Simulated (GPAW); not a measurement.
# Optical response of CaRu2N2

Aim: the dielectric function of CaRu2N2, and the optical constants that follow from it.

Main program and level: GPAW 26.7.0; DFT, revPBE, plane-wave PAW (GPAW data sets), scalar-relativistic, RPA, optical limit.

Report form: the programs' logs are mostly left out.

### Step 1. Starting point

It takes space group C2/m (No. 12, monoclinic). Conventional cell: a = 5.549 Å, b = 3.220 Å, c = 7.103 Å, α = 90.00°, β = 90.97°, γ = 90.00°. Nearest to Ru lie 3 N at 2.00 Å. Ca has 6 N at 2.48 to 2.49 Å nearest. Nearest to N lie 3 Ru at 2.00 Å and 3 Ca at 2.48 to 2.49 Å. Farther neighbours and most contacts between anions are not listed.

### Step 2. Ground state

First the ground state: is it a metal or has it a gap?

This step: DFT, revPBE, plane-wave PAW (GPAW data sets), scalar-relativistic, ground state (GPAW 26.7.0).

gs.py

```python
from ase import Atoms
from ase.dft.bandgap import bandgap
from gpaw import GPAW, PW, FermiDirac

atoms = Atoms(['Ru', 'Ru', 'Ca', 'N', 'N'],
              cell=[[2.774664013100, -1.609945883300, 0.000000000000],
                    [2.774664013100, 1.609945883300, 0.000000000000],
                    [-0.120273202900, 0.000000000000, 7.102089015500]],
              scaled_positions=[[0.677061500000, 0.677061500000, 0.837905000000],
                                [0.322938500000, 0.322938500000, 0.162095000000],
                                [0.000000000000, 0.000000000000, 0.500000000000],
                                [0.659994500000, 0.659994500000, 0.266859000000],
                                [0.340005500000, 0.340005500000, 0.733141000000]],
              pbc=[True, True, True])
atoms.calc = GPAW(mode=PW(450), xc='revPBE', kpts={'size': (8, 8, 3), 'gamma': True},
                  occupations=FermiDirac(0.05), maxiter=150, txt='gs.txt')
print('energy (eV)', atoms.get_potential_energy())
print('Fermi level (eV)', atoms.calc.get_fermi_level())
print('valence electrons', atoms.calc.get_number_of_electrons())
print('gap (eV)', bandgap(atoms.calc, output=None)[0])
print('direct gap (eV)', bandgap(atoms.calc, direct=True, output=None)[0])
atoms.calc.write('gs.gpw')
```

The run is started by

```
OMP_NUM_THREADS=1 python gs.py
```

Wall time 96 s (1 thread of Intel Xeon Platinum 8259CL at 2.50GHz (Skylake/Cascade Lake), shared host); peak memory 0.21 GiB.

This step gave:

* energy: -34.31 eV
* Fermi energy: 10.15 eV
* electrons: 52

There are states at the Fermi level within the smearing, so the occupations stay smeared and the carriers get a Drude term.

### Step 3. Bands for the response

The response needs many more empty bands than the density does.

This step: DFT, revPBE, plane-wave PAW (GPAW data sets), scalar-relativistic, bands at fixed density (GPAW 26.7.0).

nscf.py

```python
from ase.dft.bandgap import bandgap
from gpaw import GPAW, FermiDirac

calc = GPAW('gs.gpw').fixed_density(kpts={'size': (12, 12, 6), 'gamma': True}, nbands=55, convergence={'bands': 49},
                                    occupations=FermiDirac(0.05), txt='nscf.txt')
print('gap (eV)', bandgap(calc, output=None)[0])
print('direct gap (eV)', bandgap(calc, direct=True, output=None)[0])
print('top band over the Fermi level (eV)', min(calc.get_eigenvalues(kpt=k)[48] for k in range(len(calc.get_ibz_k_points()))) - calc.get_fermi_level())
calc.write('full.gpw', mode='all')
```

The run is started by

```
OMP_NUM_THREADS=1 python nscf.py
```

Run time: 6.8 min. Hardware: 1 thread; peak memory 0.56 GiB.

### Step 4. Dielectric function, RPA

Transitions between filled and empty bands, summed over the zone, give the optical response, so mesh, band count and broadening shape it.

The induced potential is part of this response.

This step: DFT, revPBE, plane-wave PAW (GPAW data sets), scalar-relativistic, RPA, optical limit (GPAW 26.7.0).

df.py

```python
from gpaw.response.df import DielectricFunction

df = DielectricFunction('full.gpw', frequencies={'type': 'nonlinear', 'domega0': 0.03, 'omega2': 8},
                        ecut=80,
                        eta=0.1,
                        nbands=49,
                        rate=0.1,
                        txt='df.txt')
for direction in ['x', 'y', 'z']:
    df.get_dielectric_function(xc='RPA', direction=direction, filename=f'df_{direction}.csv')
```

The run is started by

```
OMP_NUM_THREADS=1 python df.py
```

It took 2.3 min on 1 thread; peak memory 0.54 GiB.

Some rows of df_x.csv (energy; Re and Im without local fields; Re and Im with them):

```text
0.000000, 1486.168012, -0.000000, 1484.034382, -0.000000
0.460735, -16.582578, 93.111517, -17.514831, 91.903260
0.943989, -8.495656, 42.476128, -8.782445, 41.730146
1.451455, -9.908349, 26.744535, -9.834959, 26.233734
1.984998, -3.737158, 14.744471, -3.670353, 14.513187
2.546682, 1.987633, 15.071819, 1.982952, 14.826190
3.138794, -1.716471, 14.528966, -1.739230, 14.179430
3.763875, -3.594104, 9.832084, -3.609021, 9.667571
4.424758, -1.816298, 6.143343, -2.003110, 6.357417
5.124608, -0.896413, 5.885189, -1.188433, 5.660349
5.866977, -0.546669, 4.259311, -0.897955, 4.050053
6.655862, -0.215535, 5.077232, -0.347904, 4.632072
7.495775, -1.024274, 4.348723, -1.027530, 4.001033
8.391833, -0.930604, 3.052816, -0.930779, 2.929943
9.349861, -0.870765, 2.835067, -0.668001, 2.732491
10.376517, -0.552975, 2.331806, -0.438872, 2.262240
11.479449, -0.198771, 2.538117, -0.061499, 2.492013
12.667487, -0.751147, 1.593235, -0.808957, 1.645826
13.950874, -0.056991, 1.310264, -0.112979, 1.270873
15.341572, 0.279919, 1.093362, 0.173967, 1.042145
16.853625, 0.271325, 1.120151, 0.208115, 1.070467
18.503643, 0.499498, 1.304853, 0.473699, 1.125827
```

The Im ε has structure finer than the step of the table below, so its rows give means over 1 eV, whole bins alone (the curve runs from 0.305 to 18.7 eV). Peaks (eV: height): E ∥ z 4.2: 7.91, 6.3: 5.79, 8.8: 4.73, 11.0: 4.21.

Sum at mesh points, not converged in k. Im ε against photon energy; means over each step:

```tsv
photon energy (eV)	E ∥ x	E ∥ y	E ∥ z
1	48.4	48.1	27.1
2	16.4	16.7	6.20
3	13.9	14.8	3.95
4	8.13	8.25	6.05
5	5.86	5.99	4.80
6	4.25	4.32	5.46
7	4.53	4.41	4.91
8	3.52	3.44	4.04
9	2.78	2.81	4.25
10	2.47	2.56	3.33
11	2.28	2.31	3.67
12	2.36	2.41	2.11
13	1.49	1.51	1.44
14	1.30	1.26	0.938
15	1.16	1.14	0.799
16	1.22	1.20	1.14
17	1.09	1.08	1.33
18	1.04	1.11	1.07
```

Values under 1 per cm are given as 1; sum at mesh points, not converged in k. Table of absorption coefficient by photon energy:

```tsv
photon energy (eV)	E ∥ x (1/cm)	E ∥ y (1/cm)	E ∥ z (1/cm)
0.492	3.5e5	3.4e5	2.7e5
1.010	4.9e5	4.7e5	4.9e5
1.486	6.4e5	6.6e5	3.8e5
1.985	6.1e5	6.1e5	3.7e5
2.508	6.3e5	6.2e5	3.1e5
3.018	8.3e5	8.2e5	2.9e5
3.510	9.9e5	1.1e6	3.0e5
3.980	1.0e6	1.0e6	4.8e5
4.516	9.5e5	9.3e5	6.9e5
4.981	9.7e5	9.9e5	5.3e5
5.515	1.1e6	1.0e6	7.1e5
6.021	9.1e5	9.5e5	8.3e5
6.494	1.0e6	1.0e6	9.5e5
6.985	1.2e6	1.2e6	1.0e6
7.496	1.2e6	1.2e6	1.1e6
8.026	1.3e6	1.2e6	1.0e6
8.516	1.2e6	1.2e6	1.0e6
9.023	1.1e6	1.1e6	1.4e6
9.483	1.2e6	1.2e6	1.3e6
10.026	1.2e6	1.3e6	1.2e6
10.519	1.2e6	1.2e6	1.3e6
11.029	1.2e6	1.2e6	1.7e6
11.479	1.3e6	1.3e6	1.8e6
12.023	1.5e6	1.5e6	1.5e6
12.504	1.6e6	1.6e6	1.5e6
13.000	1.3e6	1.4e6	1.5e6
13.512	1.2e6	1.3e6	1.2e6
14.040	1.2e6	1.2e6	1.1e6
14.493	1.2e6	1.2e6	8.6e5
14.960	1.2e6	1.2e6	7.2e5
15.536	1.0e6	1.0e6	8.0e5
16.031	1.2e6	1.1e6	9.2e5
16.541	1.2e6	1.2e6	1.1e6
16.959	1.1e6	1.1e6	1.3e6
17.496	1.1e6	1.1e6	1.1e6
18.049	1.1e6	1.1e6	1.0e6
18.504	1.1e6	1.2e6	9.8e5
```

The reflectivity at normal incidence has structure finer than the step of the table below, so its rows give means over 1 eV, whole bins alone (the curve runs from 0.305 to 18.7 eV). Peaks (eV: height): E ∥ x 3.3: 53.9, 7.1: 35.8, 12.6: 33.5; E ∥ y 3.4: 55.4, 12.6: 33.8; E ∥ z 4.2: 32.6, 9.2: 30.8, 11.7: 40.1.

Sum at mesh points, not converged in k. The reflectivity at normal incidence by photon energy; means over each step:

```tsv
photon energy (eV)	E ∥ x (%)	E ∥ y (%)	E ∥ z (%)
1	69.5	67.4	67.0
2	55.0	54.8	35.3
3	50.7	50.3	20.4
4	49.1	50.4	27.6
5	41.1	41.9	23.6
6	32.9	33.5	26.2
7	33.2	33.5	26.5
8	33.8	33.1	24.1
9	28.4	27.1	27.2
10	26.0	26.7	24.2
11	22.2	22.4	30.5
12	27.1	27.4	34.6
13	28.0	29.3	31.8
14	19.8	20.7	22.3
15	16.9	16.8	8.32
16	13.7	13.4	7.08
17	13.2	12.7	10.8
18	10.1	9.96	8.05
```

The loss function −Im 1/ε at q → 0 has structure finer than the step of the table below, so its rows give means over 0.5 eV, whole bins alone (the curve runs from 0.305 to 18.7 eV). Peaks (eV: height): E ∥ x 15.15: 0.978, 17.72: 0.933; E ∥ y 15.25: 0.960, 16.75: 0.918; E ∥ z 14.59: 1.32, 17.39: 0.775.

Sum at mesh points, not converged in k. Loss function −Im 1/ε at q → 0 against energy loss; means over each step:

```tsv
energy loss (eV)	E ∥ x	E ∥ y	E ∥ z
1.0	0.0219	0.0226	0.0308
1.5	0.0349	0.0322	0.103
2.0	0.0614	0.0632	0.154
2.5	0.0704	0.0708	0.194
3.0	0.0709	0.0676	0.168
3.5	0.0806	0.0713	0.108
4.0	0.106	0.103	0.0989
4.5	0.141	0.140	0.158
5.0	0.163	0.156	0.162
5.5	0.181	0.181	0.150
6.0	0.244	0.236	0.149
6.5	0.215	0.214	0.173
7.0	0.210	0.218	0.197
7.5	0.238	0.243	0.211
8.0	0.254	0.262	0.246
8.5	0.320	0.328	0.227
9.0	0.349	0.355	0.220
9.5	0.368	0.351	0.285
10.0	0.387	0.375	0.306
10.5	0.439	0.435	0.288
11.0	0.440	0.431	0.243
11.5	0.406	0.403	0.280
12.0	0.401	0.391	0.410
12.5	0.440	0.427	0.467
13.0	0.619	0.592	0.553
13.5	0.717	0.715	0.791
14.0	0.771	0.782	1.02
14.5	0.766	0.802	1.26
15.0	0.880	0.889	0.982
15.5	0.850	0.876	0.705
16.0	0.797	0.799	0.611
16.5	0.838	0.839	0.579
17.0	0.887	0.888	0.665
17.5	0.913	0.874	0.755
18.0	0.850	0.785	0.754
```

Sum at mesh points, not converged in k. Table of Im ε, E ∥ x by photon energy; read off at these points:

```tsv
photon energy (eV)	without local fields	with local fields
1.0	41.4	40.5
2.0	14.6	14.4
2.7	16.0	16.0
3.0	13.9	13.5
4.0	7.92	7.79
5.0	5.77	5.57
6.0	4.17	3.89
7.0	5.21	4.86
8.0	3.99	3.69
9.0	3.31	2.87
10.0	2.71	2.59
11.0	2.40	2.31
12.0	2.40	2.45
13.0	1.42	1.44
14.0	1.31	1.27
15.0	1.14	1.13
16.0	1.28	1.19
17.0	1.16	1.10
18.0	1.18	1.03
```

From ε follow the optical constants at some laser and lamp lines:

```tsv
wavelength (nm)	n x	k x	R (%) x	1/α x	n y	k y	R (%) y	1/α y
1550	4.72	5.948	72.3	21 nm	5.20	5.343	69.0	23 nm
1064	4.12	4.966	67.6	17 nm	4.40	4.597	65.0	18 nm
633	2.36	3.118	55.1	16 nm	2.51	3.067	53.8	16 nm
532	2.42	2.596	47.5	16 nm	2.54	2.419	44.7	18 nm
405	2.53	2.740	49.3	12 nm	2.71	2.726	48.8	12 nm
308	1.52	2.478	51.3	9.9 nm	1.53	2.526	52.2	9.7 nm
248	1.46	1.909	39.8	10 nm	1.45	1.954	40.9	10 nm
```

In reflection the computed colour is faintly red: x = 0.330, y = 0.334, luminous reflectivity 43 %.

### Step 5. Results

**Reading.** At this level (revPBE, RPA) CaRu2N2 is a metal. The mesh is too coarse to trust the carriers' weight, the reflectivity or the colour to better than tens of per cent. In reflection the computed colour is faintly red: x = 0.330, y = 0.334, luminous reflectivity 43 %. The carriers' damping of 0.1 eV is typed, not computed; it shapes the response at the lowest energies. The curves end at 19 eV, about where the summed bands run out. In this version of GPAW the matrix elements of the optical limit are incomplete, which can lower ε − 1 by up to a tenth where first-row anions or d states rule, and shift it by more in d metals. GPAW's carrier term has the form −ωp²/(ω + i·rate)², which damps like twice the rate and fails at low energy, so the curves leave the lowest energies out. The sum runs over mesh points 0.19 Å⁻¹ apart with no interpolation, so peaks are partly noise of the mesh, and the Drude plasma energy, a sum over the Fermi surface, isn't converged.

[Machine, clock and banner lines and Python warnings are left out of the logs.]

[Logs are printed without paths, hosts, clocks, repeated set-up lines and the standing remarks that a program may print on its own settings, such as how far it seeks lower states.]

[Hosts, paths, dates, database ids (printed as entryN), source tags and the programs' standing remarks are cut or masked in the printed files.]
